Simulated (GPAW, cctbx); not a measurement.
# Ga3W: deformation density and structure factors from DFT

Question: by how much does bonding change the X-ray structure factors of Ga3W, how firmly does DFT give the change, and what does a routine refinement make of it?

The start was made by putting kin elements into a known structure type; the compound need not exist, or be stable, in this form. All numbers below are calculated.

## Step 1: Find the equilibrium geometry

The density hangs on the geometry, so cell and atoms are relaxed first, with the symmetry held. The cutoff is set higher than for the density because stress converges slowly with plane waves.

Settings: GPAW 26.7.0, PBE, 570 eV, 5×5×5 k-points, Fermi–Dirac width 0.1 eV, BFGS to 0.03 eV/Å.

```text
cell
1.0
     4.216000000    0.000000000    0.000000000
     0.000000000    4.216000000    0.000000000
     0.000000000    0.000000000    4.216000000
W Ga
1 3
Direct
0.000000000 0.000000000 0.000000000
0.500000000 0.500000000 0.000000000
0.500000000 0.000000000 0.500000000
0.000000000 0.500000000 0.500000000
```

```console
$ OMP_NUM_THREADS=1 mpirun -n 4 gpaw python run.py > gpaw.log
```

```text
BFGS:    0      -18.320357        1.634898
BFGS:    1      -18.430339        1.505430
BFGS:    2      -18.881479        0.430271
BFGS:    3      -18.909761        0.125794
BFGS:    4      -18.912225        0.006381
cell  3.9906 3.9906 3.9906  90.00 90.00 90.00
volume 63.549 A^3, largest force 0.000 eV/A, largest stress 0.06 GPa
```

The cell moved far, while the k-mesh and basis were chosen for the start, so the final shape may be somewhat biased.

After 4 steps the volume has changed by -15.2 % and the energy by -0.592 eV; the largest stress left is 0.06 GPa. It took 23 s on 4 cores of Intel(R) Xeon(R) Platinum 8488C (Sapphire Rapids) (shared host), peak memory 0.74 GiB.

Relaxed structure: Pm-3m (no. 221), a = 3.9906 Å, b = 3.9906 Å, c = 3.9906 Å, α = 90.00°, β = 90.00°, γ = 90.00°.

```
atom  mult.    x    y  z
  W1      1    0    0  0
 Ga1      3  1/2  1/2  0
```

## Step 2: Density and charge transfer

X-rays see the whole electron density, so the PAW density is rebuilt with its core regions. Subtracting spherical free atoms from the same code cancels the cores and leaves the deformation density Δρ, the part due to bonding.

Settings: PBE, 450 eV, 6×6×6 k-points, Fermi–Dirac width 0.1 eV; primitive cell of 4 atoms.

```console
$ OMP_NUM_THREADS=1 mpirun -n 4 gpaw python run.py > gpaw.log
```

```text
|iter:   1|       0s |  -18.937859 | -0.19 |       |
|iter:   2|       0s |  -18.920849 | -2.27 | -1.18 |
|iter:   3|       1s |  -19.036388 | -1.35 | -1.20 |
...
|iter:   7|       2s |  -18.807051c| -4.63 | -2.89 |
|iter:   8|       2s |  -18.807057c| -6.32 | -3.66 |
|iter:   9|       2s |  -18.807057c| -7.83c| -4.40c|
```

```text
grid (40, 40, 40)  electrons 167.000  moved by bonding 0.645 e
deformation density beyond 0.5 A of the nuclei: max 0.035, min -0.066 e/A^3
atom        x       y       z   Voronoi charge  moment
W 1    0.0000  0.0000  0.0000     -0.009       0.00
Ga2    0.5000  0.5000  0.0000      0.003       0.00
Ga3    0.5000  0.0000  0.5000      0.003       0.00
Ga4    0.0000  0.5000  0.5000      0.003       0.00
mean inner potential of superposed free atoms 25.333 V
total magnetic moment 0.000 muB
```

Deformation density in a plane through the shortest contact of the W atom at the origin, in 0.01 e/Å³ (clipped at ±99); x from -1.6 to 4.4 Å, y from 2.4 down to -2.4 Å:

```text
  1   2  -2  -6  -1  -6  -2   2   1  -3  -2  -7  -2  -3   0   2
  0   1   0  -2  -3  -2   0   1   0  -3  -3   0  -3  -3   0   1
  0   1   1   2   3   2   1   1   0   0   1   2   1   0   0   1
  1   0   0   1   1   1   0   0   1   1   2   3   2   1   1   0
  1   0  -3  -3   0  -3  -3   0   1   0  -2  -3  -2   0   1   0
  2   1  -3  -3   .  -3  -3   1   2  -2  -6   .  -6  -2   2   1
  3   1   0   .   .   .   0   2   3  -3   .   .   .  -3   3   2
  2   1  -3  -3   .  -3  -3   1   2  -2  -6   .  -6  -2   2   1
  1   0  -3  -3   0  -3  -3   0   1   0  -2  -3  -2   0   1   0
  1   0   0   1   1   1   0   0   1   1   2   3   2   1   1   0
  0   1   1   2   3   2   1   1   0   0   1   2   1   0   0   1
  0   1   0  -2  -3  -2   0   1   0  -3  -3   0  -3  -3   0   1
  1   2  -2  -6  -1  -6  -2   2   1  -3  -2  -7  -2  -3   0   2
```

Atoms in or within 0.15 Å of the plane: W (0.0, 0.0), Ga (2.8, 0.0) Å. Dots mark points within about 0.45 Å of a nucleus; large values next to them are atomic features.

Hardly any net charge crosses the Voronoi midplanes, which need not mean no transfer: free-atom tails already reach into the neighbours' cells. Along the shortest contact from the W atom at the map's origin, W–Ga at 2.82 Å, Δρ is +0.03 e/Å³ at the midpoint: little piles up between the atoms, as is usual in a metallic crystal, which this run finds. At the midpoints of other shortest contacts it is +0.01 (Ga–Ga, 2.82 Å) e/Å³. Point values carry grid noise of about 0.01 e/Å³. The run needed 9 iterations, 9.7 s.

## Step 3: From the density to structure factors

The Fourier components of Δρ, added to those of the free atoms, give the static X-ray structure factors; the Mott–Bethe relation turns them into the Fourier components V of the potential that fast electrons feel.

```text
static structure factors of the conventional cell: F in electrons, V (Mott-Bethe) in volts
   h  k  l      d  |F| table  |F| free   |F| DFT   change   |V| free  |V| DFT  change %
   0  1  0  3.9906    40.266    40.218    40.329    0.111     3.195    3.068     -4.0
   0  1  1  2.8218    38.387    38.340    38.293   -0.047     2.676    2.703      1.0
   1  1  1  2.3040   134.269   134.034   133.771   -0.262    12.621   12.722      0.8
   0  2  0  1.9953   128.447   128.066   127.728   -0.337    11.180   11.277      0.9
   0  2  1  1.7847    34.751    34.732    34.709   -0.022     1.899    1.905      0.3
   1  2  1  1.6292    33.851    33.842    33.885    0.043     1.753    1.745     -0.5
   0  2  2  1.4109   111.125   110.771   110.880    0.110     8.073    8.057     -0.2
   1  2  2  1.3302    31.647    31.668    31.664   -0.005     1.446    1.447      0.0
   0  3  0  1.3302    31.647    31.668    31.644   -0.024     1.446    1.449      0.2
   0  3  1  1.2619    31.038    31.065    31.026   -0.040     1.371    1.375      0.3
   1  3  1  1.2032   101.651   101.433   101.546    0.114     6.846    6.834     -0.2
   2  2  2  1.1520    98.941    98.751    98.901    0.150     6.532    6.518     -0.2
   0  3  2  1.1068    29.481    29.510    29.455   -0.055     1.192    1.197      0.4
   1  3  2  1.0665    29.033    29.058    29.014   -0.045     1.144    1.147      0.3
```

The largest X-ray change is -0.34 e on 020, 0.3 % of |F|. For electrons V goes as (Z − F)/g², so a change of F counts against Z − F, which is small at low angle and wherever the atoms' terms cancel: |V| of 010 moves by -4.0 % (3.19 to 3.07 V) against +0.3 % in |F|. The last three rows still change by up to 0.15 e, so the effect has not died out in this range. The tabulated Hartree–Fock atoms differ from the free DFT atoms by up to 0.38 e, so the choice of reference atom matters too.

## Step 4: The functional ladder

The same geometry is run with other functionals, to see whether the bonding signal is larger than the spread between approximations. Free atoms are LDA for LDA and PBE otherwise; meta-GGAs and hybrids keep PBE cores. Any other changed setting is in the row's label.

```
                run  ΔF 020 (e)  ΔF 111 (e)  ΔF 222 (e)  q(W) (e)  moved (e)   time
                PBE      -0.337      -0.262      +0.150    -0.009      0.645  9.7 s
                LDA      -0.325      -0.238      +0.142    -0.009      0.605   12 s
               SCAN      -0.389      -0.265      +0.179    -0.005      0.704   21 s
PBE 1×1×1 (unsound)      -0.612      -0.132      +0.223    +0.091      0.956   10 s
```

At the base's settings ΔF(020) spans -0.389 to -0.325 e, a spread of 19 % of the PBE value; over the three listed reflections the spread is at most 25 %, so sign and size hold across the functionals. The run marked unsound (k-mesh far too coarse) misses ΔF(020) by 0.275 e. Times are from shared hosts.

## Step 5: Refining ordinary atoms against data with bonding

Routine crystallography fits spherical atoms. To see the bias, intensities are simulated from tabulated atoms plus the DFT change ΔF, so that bonding alone can misfit (2102 reflections of the full sphere, merged to the counts below, to 0.5 Å, 1.5 % proportional noise plus counting noise, assumed isotropic U as listed, Δρ smeared by the mean U) and refined with cctbx over different ranges.

| range | data | R1 | GooF | U W1 (true 0.0054) | U Ga1 (true 0.0076) | largest shift (Å) | Δρ max, min (e/Å³) |
| --- | --- | --- | --- | --- | --- | --- | --- |
| all data | 78 | 0.0021 | 1.09 | 0.0054 | 0.0076 | 0.0000 | 0.32, -0.23 |
| low resolution, d > 0.84 | 23 | 0.0019 | 1.10 | 0.0053 | 0.0073 | 0.0000 | 0.09, -0.23 |
| high order, d < 0.75 | 48 | 0.0020 | 1.03 | 0.0054 | 0.0076 | 0.0000 | 0.17, -0.17 |
| occupancies free, d > 0.7 | 34 | 0.0019 | 1.00 | 0.0054 | 0.0075 | 0.0000 | 0.10, -0.19 |

With all data GooF is 1.09, so at this noise the bonding hardly shows; the top residual peak lies 0.00 Å from Ga and 2.82 Å from Ga, on the atom. U of Ga1 is off by -4 % at low resolution and by +0 % from high-order data, where mostly the cores scatter (GooF 1.03). Symmetry fixes every coordinate, so the shifts are zero by construction. With W1 held at 1 and the scale free, the other occupancies refine to Ga1 1.003(0.002), within three s.u. of full.

## Step 6: Answer

Bonding moves 0.65 e in the primitive cell of Ga3W and changes the structure factors of the conventional cell in the table above by at most 0.34 e (020, 0.3 %), and among reflections above 2 % of the strongest by up to 0.3 % (010). The shortest bond, W–Ga, has Δρ = +0.03 e/Å³ at its midpoint, with no localised bond charge. At the base's settings ΔF(020) spans -0.389 to -0.325 e, a spread of 19 % of the PBE value; over the three listed reflections the spread is at most 25 %, so sign and size hold across the functionals. With all data GooF is 1.09, so at this noise the bonding hardly shows. Limits: static density, frozen cores, no spin–orbit coupling.

[Outputs are excerpts: Python notices, other lines and further rows are left out; steps that failed or that the build refused (PBEsol, TPSS) are not shown.]

[Logs are printed without paths, hosts, clocks, repeated set-up lines and the standing remarks that a program may print on its own settings, such as how far it seeks lower states.]
